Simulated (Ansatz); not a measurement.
# NaLiMgSe2: complex band structure

Aim: relax a made-up compound, NaLiMgSe2, and see how good a tunnel barrier it would be. It is built by putting Se for S, Mg for Zn in the NaLiZnS2 structure of space group P3m1, with the volume rescaled by atomic radii. The parent structure comes from the Materials Project.

Calculated with Ansatz 0.2.0; r2SCAN DFT, plane waves, PAW files, in the first sound run; inputs show where later runs differ.

The structure was built from a prototype and need not be the compound's stable phase.

### 1. Starting point

It takes space group P3m1 (No. 156, trigonal). Conventional cell: a = 4.157 Å, b = 4.157 Å, c = 7.124 Å, α = 90.00°, β = 90.00°, γ = 120.00°. Nearest to Na lie 6 Se at 2.97 to 3.18 Å. Nearest to Li lie 4 Se at 2.48 to 2.69 Å. Nearest to Mg lie 4 Se at 2.42 to 2.55 Å. Nearest to Se lie 3 Mg at 2.55 Å and 1 Li at 2.69 Å and 3 Na at 3.18 Å. Se has 1 Mg at 2.42 Å and 3 Li at 2.48 Å and 3 Na at 2.97 Å nearest. It derives from NaLiZnS2. Se for S, Mg for Zn in the NaLiZnS2 structure of space group P3m1. Farther neighbours and most contacts between anions are not listed.

### 2. Relaxing the new crystal

The substituted atoms don't fit the parent's cell, so cell and atoms relax together. A small smearing keeps the run stable in case the gap closes on the way.

input.yaml reads:

```yaml
crystal:
  lattice:
    - [4.1569616269, 0.0, 0.0]
    - [-2.0784808135, 3.6000343715, 0.0]
    - [0.0, 0.0, 7.123576482]
  atoms:
    - { symbol: Na, position: [0.0, 0.0, 0.026164] }
    - { symbol: Li, position: [0.3333333333, 0.6666666667, 0.356647] }
    - { symbol: Mg, position: [0.6666666667, 0.3333333333, 0.611634] }
    - { symbol: Se, position: [0.3333333333, 0.6666666667, 0.733812] }
    - { symbol: Se, position: [0.6666666667, 0.3333333333, 0.271743] }
kpoints:
  mp_grid: { grid: [6, 6, 4] }
scf:
  occupations: { method: gaussian, width: 0.03 }
hamiltonian:
  xc: r2scan
output:
  forces: true
  stress: true
relax:
  f_tol: 0.02
  max_steps: 60
  cell: {}
```

The run is started by

```sh
$ ansatz run input.yaml --threads 2 --pin off --max-ram 4096MiB --backend cpu --events-out ev --progress --plain --runs-dir out
```

Numbers of over 12 decimals in the logs are rounded to 6 here.

What it wrote:

```text
Engine: ansatz 0.2.0, x86_64-unknown-linux-gnu
Pseudopotentials: kind: paw
Pseudopotential: Na, paw, valence charge 9, recommended cutoff 500 eV (meta_gga), Na.paw.azcp
Pseudopotential: Li, paw, valence charge 3, recommended cutoff 500 eV (meta_gga), Li.paw.azcp
Pseudopotential: Mg, paw, valence charge 10, recommended cutoff 500 eV (meta_gga), Mg.paw.azcp
Pseudopotential: Se, paw, valence charge 16, recommended cutoff 500 eV (meta_gga), Se.paw.azcp
Functional definition: r2SCAN
  parameter k0 = 0.174
  parameter k1 = 0.065
  parameter a1 = 4.9479
  exchange = r2scan_x(k0 = k0, k1 = k1, a1 = a1)
  correlation = r2scan_c
Crystal: 5 atoms, lattice volume = 106.606 Å³
Basis set: ecut = 500 eV, 2659 PW (Γ), exchange–correlation on 128×128×216 points (64 copies of the dense FFT grid, shifted against one another)
Bands: 33, of which v1, the nominal top of the filled ones, is band 27 counted from 1 (26 counted from 0)
Symmetry: 6 space group operations
Space group: P3m1 (ITA 156), of the structure as read, at distance tolerance 4.7e-5 Å
k-points: 24 of 144 (time reversal used)
Non-local potential: Na, projectors of the file, l = 0: 3, l = 1: 2, l = 2: 1
Non-local potential: Li, projectors of the file, l = 0: 3, l = 1: 2, l = 2: 1
Non-local potential: Mg, projectors of the file, l = 0: 3, l = 1: 2, l = 2: 1
Non-local potential: Se, projectors of the file, l = 0: 2, l = 1: 2, l = 2: 3, l = 3: 1
PAW form: soft (Blöchl's): semilocal exchange-correlation on the pseudo side does not see the compensation charge
PAW frozen core: Na, regenerated for the run's functional (the file was generated under x = pbe(κ = 0.804, μ = 0.219515), c = pbe(β = 0.066725))
PAW frozen core: Mg, regenerated for the run's functional (the file was generated under x = pbe(κ = 0.804, μ = 0.219515), c = pbe(β = 0.066725))
PAW frozen core: Se, regenerated for the run's functional (the file was generated under x = pbe(κ = 0.804, μ = 0.219515), c = pbe(β = 0.066725))
PAW one-centre angular grid: Na, 302 points (default); XC on 339 of its mesh's 2595 points in the sphere
PAW one-centre angular grid: Li, 302 points (default); XC on 327 of its mesh's 2665 points in the sphere
PAW one-centre angular grid: Mg, 302 points (default); XC on 224 Gauss nodes
PAW one-centre angular grid: Se, 590 points (default); XC on 160 Gauss nodes
Initial density: superposition of atomic densities (neutral atoms: chi_scale 0, normalization atom), corrected by the library's trained network
Initial wavefunctions: pseudopotential atomic-orbital guess
Functional: x = r2scan, c = r2scan; τ floored in thin density (d = 2e-4 eV/Å³)
SCF iter   1: F=—  HF=-14583.385576 eV  |F-HF|=—  |Δ(HF+E_count)|=         —  Δρ=5.88e-3  dr2=3.23e-2  dr2_τ=1.64e-2  ethr=1.77e-3  ⟨swp⟩=6.5  Hψ=3259  notcnv=0
preconditioner: auto → Resta (q_TF=auto, 2.436 Å⁻¹)  ε∞=2.8  [insulator: Δε(μ)=3.088 eV  Ē_g=10.783 eV  σ=0.030 eV  W_gap=1.00  n_scr=22 (ndim 8)  ℏωp=14.4 eV  f_vac=0.062  D(μ)=0.00/eV (n_scr^D=0)  ε∞_Penn≈2.8]
SCF iter   2: F=—  HF=-14583.452846 eV  |F-HF|=—  |Δ(HF+E_count)|=   6.73e-2  Δρ=2.45e-3  dr2=6.91e-3  dr2_τ=3.50e-4  ethr=5.99e-5  ⟨swp⟩=2.7  Hψ=1757  notcnv=0  defer=39
SCF iter   3: F=—  HF=-14583.452993 eV  |F-HF|=—  |Δ(HF+E_count)|=   1.47e-4  Δρ=7.42e-4  dr2=7.49e-4  dr2_τ=2.10e-5  ethr=1.28e-5  ⟨swp⟩=2.0  Hψ=1194  notcnv=0  defer=15
automatic band count: iteration 3 solves 32 bands in place of 33: the levels show a gap, and the empty bands left out lie too high to hold charge; the band table lists the bands solved (type scf.n_extra_bands for more)
SCF iter   4: F=—  HF=-14583.453089 eV  |F-HF|=—  |Δ(HF+E_count)|=   9.57e-5  Δρ=2.21e-4  dr2=4.40e-5  dr2_τ=1.91e-6  ethr=1.39e-6  ⟨swp⟩=2.0  Hψ=948  notcnv=0  defer=15
SCF iter   5: F=—  HF=-14583.453095 eV  |F-HF|=—  |Δ(HF+E_count)|=   6.04e-6  Δρ=6.56e-5  dr2=4.43e-6  dr2_τ=1.39e-7  ethr=8.15e-8  ⟨swp⟩=2.0  Hψ=1353  notcnv=0  defer=15
SCF iter   6: F=—  HF=-14583.453097 eV  |F-HF|=—  |Δ(HF+E_count)|=   2.50e-6  Δρ=1.12e-5  dr2=1.33e-7  dr2_τ=6.16e-9  ethr=8.21e-9  ⟨swp⟩=2.0  Hψ=1240  notcnv=0  defer=15
SCF iter   7: F=-14583.453097 eV  HF=-14583.453097 eV  |F-HF|=5.81e-9  |Δ(HF+E_count)|=   9.18e-8  Δρ=3.54e-6  dr2=1.60e-8  dr2_τ=4.64e-10  ethr=1.85e-10  ⟨swp⟩=4.0  Hψ=2700  notcnv=0
SCF 1 converged in 7 iterations: F = -14583.453097 eV  dr2 = 1.60e-8
  greatest PAW one-centre occupation: 1.000 electrons in one spin orbital (limit 2), on the Na atom at site 0 (counted from 0), in its partial waves of l = 0
relax step   1: F+E_penalty+E_count = -14583.45309720 eV  Δ(F+E_penalty+E_count) = +0.000e0 eV  max|allowed force component| = 8.312e-1 eV/Å  Δτ_max = 0.0000 Å  P = +2.929 GPa  Ω = 106.606 Å³  (7 SCF iters, dr2 threshold 1.00e-7 eV, accepted)
Crystal: 5 atoms, lattice volume = 110.883 Å³
Basis set: ecut = 500 eV, 2791 PW (Γ), exchange–correlation on 128×128×216 points (64 copies of the dense FFT grid, shifted against one another)
Initial density: handed on by an earlier stage of this run
Initial wavefunctions: those handed on with the density
iter 1 solved again at ethr=6.18e-5 eV; its pass at ethr=3.10e-3 eV (dr2=3.34e-2 eV) is discarded
SCF iter   1: F=—  HF=-14583.502106 eV  |F-HF|=—  |Δ(HF+E_count)|=         —  Δρ=6.53e-3  dr2=3.31e-2  dr2_τ=5.20e-2  ethr=6.18e-5  ⟨swp⟩=1.6  Hψ=3664  notcnv=0
automatic band count: iteration 1 solves 31 bands in place of 33: the levels show a gap, and the empty bands left out lie too high to hold charge; the band table lists the bands solved (type scf.n_extra_bands for more)
preconditioner: auto → Resta (q_TF=auto, 2.420 Å⁻¹)  ε∞=3.1  [insulator: Δε(μ)=2.896 eV  Ē_g=9.815 eV  σ=0.030 eV  W_gap=1.00  n_scr=22 (ndim 8)  ℏωp=14.1 eV  f_vac=0.073  D(μ)=0.00/eV (n_scr^D=0)  ε∞_Penn≈3.1]
SCF iter   2: F=—  HF=-14583.544831 eV  |F-HF|=—  |Δ(HF+E_count)|=   4.27e-2  Δρ=3.48e-3  dr2=7.58e-3  dr2_τ=3.13e-4  ethr=6.13e-5  ⟨swp⟩=3.0  Hψ=1291  notcnv=0
SCF iter   3: F=—  HF=-14583.545874 eV  |F-HF|=—  |Δ(HF+E_count)|=   1.04e-3  Δρ=5.31e-4  dr2=2.84e-4  dr2_τ=1.29e-5  ethr=1.40e-5  ⟨swp⟩=2.0  Hψ=1488  notcnv=0
SCF iter   4: F=—  HF=-14583.546008 eV  |F-HF|=—  |Δ(HF+E_count)|=   1.34e-4  Δρ=1.78e-4  dr2=4.73e-5  dr2_τ=1.35e-6  ethr=5.26e-7  ⟨swp⟩=2.0  Hψ=1368  notcnv=0
SCF iter   5: F=—  HF=-14583.546022 eV  |F-HF|=—  |Δ(HF+E_count)|=   1.38e-5  Δρ=6.03e-5  dr2=5.71e-6  dr2_τ=1.50e-7  ethr=8.76e-8  ⟨swp⟩=2.0  Hψ=1224  notcnv=0
SCF iter   6: F=—  HF=-14583.546023 eV  |F-HF|=—  |Δ(HF+E_count)|=   6.86e-7  Δρ=2.02e-5  dr2=5.76e-7  dr2_τ=1.39e-8  ethr=1.06e-8  ⟨swp⟩=2.0  Hψ=1344  notcnv=0
SCF iter   7: F=-14583.546023 eV  HF=-14583.546023 eV  |F-HF|=1.68e-8  |Δ(HF+E_count)|=   2.26e-7  Δρ=8.65e-6  dr2=4.68e-8  dr2_τ=1.15e-9  ethr=9.26e-10  ⟨swp⟩=4.0  Hψ=2714  notcnv=0
SCF 2 converged in 7 iterations: F = -14583.546023 eV  dr2 = 4.68e-8
relax step   2: F+E_penalty+E_count = -14583.54602277 eV  Δ(F+E_penalty+E_count) = -9.293e-2 eV  max|allowed force component| = 1.433e-1 eV/Å  Δτ_max = 0.0872 Å  P = +0.241 GPa  Ω = 110.883 Å³  energy of the carried Pulay correction = -3.079e-4 eV  (7 SCF iters, dr2 threshold 5.00e-7 eV, accepted)
Crystal: 5 atoms, lattice volume = 111.406 Å³
iter 1 solved again at ethr=1.08e-6 eV; its pass at ethr=3.10e-3 eV (dr2=5.83e-4 eV) is discarded
SCF iter   1: F=—  HF=-14583.546843 eV  |F-HF|=—  |Δ(HF+E_count)|=         —  Δρ=8.22e-4  dr2=5.83e-4  dr2_τ=7.84e-4  ethr=1.08e-6  ⟨swp⟩=2.0  Hψ=3484  notcnv=0
automatic band count: iteration 1 solves 31 bands in place of 33: the levels show a gap, and the empty bands left out lie too high to hold charge; the band table lists the bands solved (type scf.n_extra_bands for more)
preconditioner: auto → Resta (q_TF=auto, 2.418 Å⁻¹)  ε∞=3.1  [insulator: Δε(μ)=2.839 eV  Ē_g=9.804 eV  σ=0.030 eV  W_gap=1.00  n_scr=22 (ndim 8)  ℏωp=14.1 eV  f_vac=0.065  D(μ)=0.00/eV (n_scr^D=0)  ε∞_Penn≈3.1]
SCF iter   2: F=—  HF=-14583.547517 eV  |F-HF|=—  |Δ(HF+E_count)|=   6.74e-4  Δρ=4.31e-4  dr2=1.01e-4  dr2_τ=5.45e-6  ethr=1.08e-6  ⟨swp⟩=2.0  Hψ=1117  notcnv=0
SCF iter   3: F=—  HF=-14583.547543 eV  |F-HF|=—  |Δ(HF+E_count)|=   2.65e-5  Δρ=8.38e-5  dr2=6.31e-6  dr2_τ=3.10e-7  ethr=1.87e-7  ⟨swp⟩=2.0  Hψ=1362  notcnv=0
SCF iter   4: F=—  HF=-14583.547549 eV  |F-HF|=—  |Δ(HF+E_count)|=   5.45e-6  Δρ=1.92e-5  dr2=5.80e-7  dr2_τ=8.80e-9  ethr=1.17e-8  ⟨swp⟩=2.0  Hψ=1392  notcnv=0
SCF iter   5: F=-14583.547549 eV  HF=-14583.547549 eV  |F-HF|=2.94e-8  |Δ(HF+E_count)|=   2.30e-7  Δρ=5.88e-6  dr2=5.43e-8  dr2_τ=1.80e-9  ethr=9.26e-10  ⟨swp⟩=4.0  Hψ=2493  notcnv=0
SCF 3 converged in 5 iterations: F = -14583.547549 eV  dr2 = 5.43e-8
relax step   3: F+E_penalty+E_count = -14583.54754909 eV  Δ(F+E_penalty+E_count) = -1.526e-3 eV  max|allowed force component| = 4.374e-2 eV/Å  Δτ_max = 0.0101 Å  P = +0.029 GPa  Ω = 111.406 Å³  energy of the carried Pulay correction = -3.447e-4 eV  (5 SCF iters, dr2 threshold 5.00e-7 eV, accepted)
[...]
relax step   4: F+E_penalty+E_count = -14583.54781835 eV  Δ(F+E_penalty+E_count) = -2.693e-4 eV  max|allowed force component| = 9.418e-3 eV/Å  Δτ_max = 0.0055 Å  P = -0.018 GPa  Ω = 111.538 Å³  energy of the carried Pulay correction = -3.539e-4 eV  (5 SCF iters, dr2 threshold 1.20e-7 eV, accepted)
Initial wavefunctions: pseudopotential atomic-orbital guess (no wavefunctions were taken with the density)
iter 1 solved again at ethr=1.97e-7 eV; its pass at ethr=3.10e-3 eV (dr2=1.07e-4 eV) is discarded
SCF iter   1: F=—  HF=-14583.547581 eV  |F-HF|=—  |Δ(HF+E_count)|=         —  Δρ=2.14e-4  dr2=1.04e-6  dr2_τ=6.96e-7  ethr=1.97e-7  ⟨swp⟩=3.0  Hψ=5067  notcnv=0
preconditioner: auto → Resta (q_TF=auto, 2.418 Å⁻¹)  ε∞=2.8  [insulator: Δε(μ)=2.826 eV  Ē_g=10.469 eV  σ=0.030 eV  W_gap=1.00  n_scr=22 (ndim 8)  ℏωp=14.1 eV  f_vac=0.065  D(μ)=0.00/eV (n_scr^D=0)  ε∞_Penn≈2.8]
SCF iter   2: F=—  HF=-14583.548085 eV  |F-HF|=—  |Δ(HF+E_count)|=   5.04e-4  Δρ=1.08e-4  dr2=2.68e-7  dr2_τ=5.28e-6  ethr=1.92e-9  ⟨swp⟩=2.0  Hψ=1436  notcnv=0
SCF iter   3: F=—  HF=-14583.548199 eV  |F-HF|=—  |Δ(HF+E_count)|=   1.14e-4  Δρ=7.69e-6  dr2=8.80e-9  dr2_τ=2.33e-8  ethr=4.96e-10  ⟨swp⟩=2.0  Hψ=1416  notcnv=0
SCF iter   4: F=—  HF=-14583.548199 eV  |F-HF|=—  |Δ(HF+E_count)|=   5.49e-7  Δρ=1.43e-6  dr2=1.74e-9  dr2_τ=3.54e-10  ethr=1.63e-11  ⟨swp⟩=2.0  Hψ=1416  notcnv=0
SCF iter   5: F=—  HF=-14583.548199 eV  |F-HF|=—  |Δ(HF+E_count)|=   7.11e-9  Δρ=3.88e-7  dr2=2.28e-10  dr2_τ=1.00e-11  ethr=3.22e-12  ⟨swp⟩=2.0  Hψ=1416  notcnv=0
SCF iter   6: F=-14583.548199 eV  HF=-14583.548199 eV  |F-HF|=7.28e-12  |Δ(HF+E_count)|=  7.28e-11  Δρ=1.22e-7  dr2=2.05e-11  dr2_τ=1.48e-12  ethr=1.00e-12  ⟨swp⟩=4.0  Hψ=2755  notcnv=0
SCF 5 converged in 6 iterations: F = -14583.548199 eV  dr2 = 2.05e-11
relax step   5: F+E_penalty+E_count = -14583.54819932 eV  Δ(F+E_penalty+E_count) = -3.810e-4 eV  max|allowed force component| = 9.455e-3 eV/Å  Δτ_max = 0.0000 Å  P = -0.017 GPa  Ω = 111.538 Å³  stress off target by 2.88e-2 GPa  SCF on the basis re-selected at this cell (its energy is not comparable with the rows above)  (6 SCF iters)
basis re-selected at this cell: Δ(F+E_penalty+E_count) = -3.810e-4 eV, ΔP = +0.001 GPa vs the last step (what re-selecting the basis moved, of the pressure what is left beyond the Pulay correction that the steps carried, after the strain that the cell walked since its last selection, with what the two solves' SCF thresholds leave and, on support functions, any second-order correction that the steps lacked; it is no m [...]
SCF converged after 6 iterations
Free energy (F): -14583.548199 eV
Harris-Foulkes:  -14583.548199 eV  (|F-HF|=7.28e-12)
Internal energy: -14583.548199 eV  (E = F + TS)
E sigma→0 (E₀):  -14583.548199 eV
Fermi energy:    5.518922 eV
--- Per-component energies (eV) ---
  E_band       = -1525.444323
  E_kinetic    = 459.512487
  E_local      = -8399.423496  (includes V_loc(G=0)·N_el)
  E_nonlocal   = -1013.950213
  E_hartree    = 3715.633792
  E_xc         = -273.846158
  E_vxc        = -324.858199  (∫ρ·V_xc dr)
  E_paw        = -4435.120738  (= ΣΔE_a)
  E_vpaw       = 303.075522  (= ΣTr[D̂ρ^β])
  E_aug_tail   = -0.000522  (compensation charges beyond the density's cutoff)
  E_vtau       = 18.932754  (kinetic-family band-sum trace: ∫τ·v_τ [+ j·A + Jᵃ·Aᵃ] dr)
  E_ewald      = -4632.771336
  E_core_change = -3.582016  (= ΣΔE_core)
  E_smearing   = -0.000000  (= −TS)
  E_closure    = 0.000000  (closes the sum)
  Σ components = -14583.548199   (vs F -14583.548199, Δ=0.00e0)
--- Forces (eV/Å), atoms counted from 1 ---
  atom   1  Na    -0.00000000    -0.00000000     0.00668671
  atom   2  Li     0.00000000     0.00000000    -0.00169530
  atom   3  Mg    -0.00000000    -0.00000000     0.00583107
  atom   4  Se     0.00000000     0.00000000    -0.00940404
  atom   5  Se     0.00000000     0.00000000    -0.00116335
  max |Σ_I F_I| component: 2.55e-4 eV/Å
--- Stress (GPa, compression-positive) ---
       -0.028778      -0.000000      -0.000000
       -0.000000      -0.028778      -0.000000
       -0.000000      -0.000000       0.006281
  P = ⅓ Tr σ = -0.0171 GPa (-0.171 kbar)
--- Relaxed structure (4 steps of the walk, 4 accepted, 1 SCFs on fresh bases) ---
  F+E_penalty+E_count = -14583.54819932 eV   max|allowed force component| = 9.455e-3 eV/Å   (the final SCF, on the basis selected at the relaxed cell)
  cell:  # Å, volume = 111.5378 Å³
    - [4.256002, 2.955527957274781e-11, 0]
    - [-2.128001, 3.685806, 0]
    - [0, 0, 7.110296]
  atoms:
    - { symbol: Na, position: [0, 0, 0.029254] }
    - { symbol: Li, position: [0.333333, 0.666667, 0.344551] }
    - { symbol: Mg, position: [0.666667, 0.333333, 0.619637] }
    - { symbol: Se, position: [0.333333, 0.666667, 0.743226] }
    - { symbol: Se, position: [0.666667, 0.333333, 0.263333] }
```

The job ended after 27 s (2 threads of Intel Xeon Platinum 8488C (Sapphire Rapids), shared host; peak memory 0.66 GiB).

Step by step:

```tsv
step	energy less that of the first step (eV)	largest force component (eV/Å)	pressure (GPa)	volume (Å³)
1	0.0000	0.8312	2.93	106.61
2	-0.0929	0.1433	0.24	110.88
3	-0.0945	0.0437	0.03	111.41
4	-0.0947	0.0094	-0.02	111.54
5*	-0.0951	0.0095	-0.02	111.54
```

Relaxation steps marked * repeat the geometry before them on a plane-wave basis chosen anew for their cell, so energy and pressure can jump there.

The run keeps the 6 symmetry operations that it works with, so distortions that break them were not tested.

```tsv
conventional cell, symmetrised	before	after	change
a (Å)	4.157	4.256	+2.4 %
b (Å)	4.157	4.256	+2.4 %
c (Å)	7.124	7.110	-0.2 %
volume (Å³/atom)	21.32	22.31	+4.6 %
```

The atoms that moved most (Å, as changes of fractional coordinates times the final cell):

```tsv
atom	dx	dy	dz	length
Li2	0.000	0.000	-0.086	0.086
Se4	0.000	0.000	0.067	0.067
Se5	0.000	0.000	-0.060	0.060
Mg3	0.000	0.000	0.057	0.057
Na1	0.000	0.000	0.022	0.022
```

The relaxed structure:

```xyz
5
Lattice="4.2560 0.0000 0.0000 -2.1280 3.6858 0.0000 0.0000 0.0000 7.1103" Properties=species:S:1:pos:R:3 pbc="T T T"
Na    0.0000    0.0000    0.2080
Li    0.0000    2.4572    2.4499
Mg    2.1280    1.2286    4.4058
Se    0.0000    2.4572    5.2846
Se    2.1280    1.2286    1.8724
```

This step gave:

- free energy: -14583.5482 eV
- Fermi energy: 5.519 eV
- pressure: -0.01709 GPa

The largest force component on a free atom ends at 0.0095 eV/Å.

[end of part 1 of 4]

[Logs are printed without paths, hosts, clocks, repeated set-up lines and the standing remarks that a program may print on its own settings, such as how far it seeks lower states.]

[Hosts, paths, dates, database ids (printed as entryN), source tags and the programs' standing remarks are cut or masked in the printed files.]
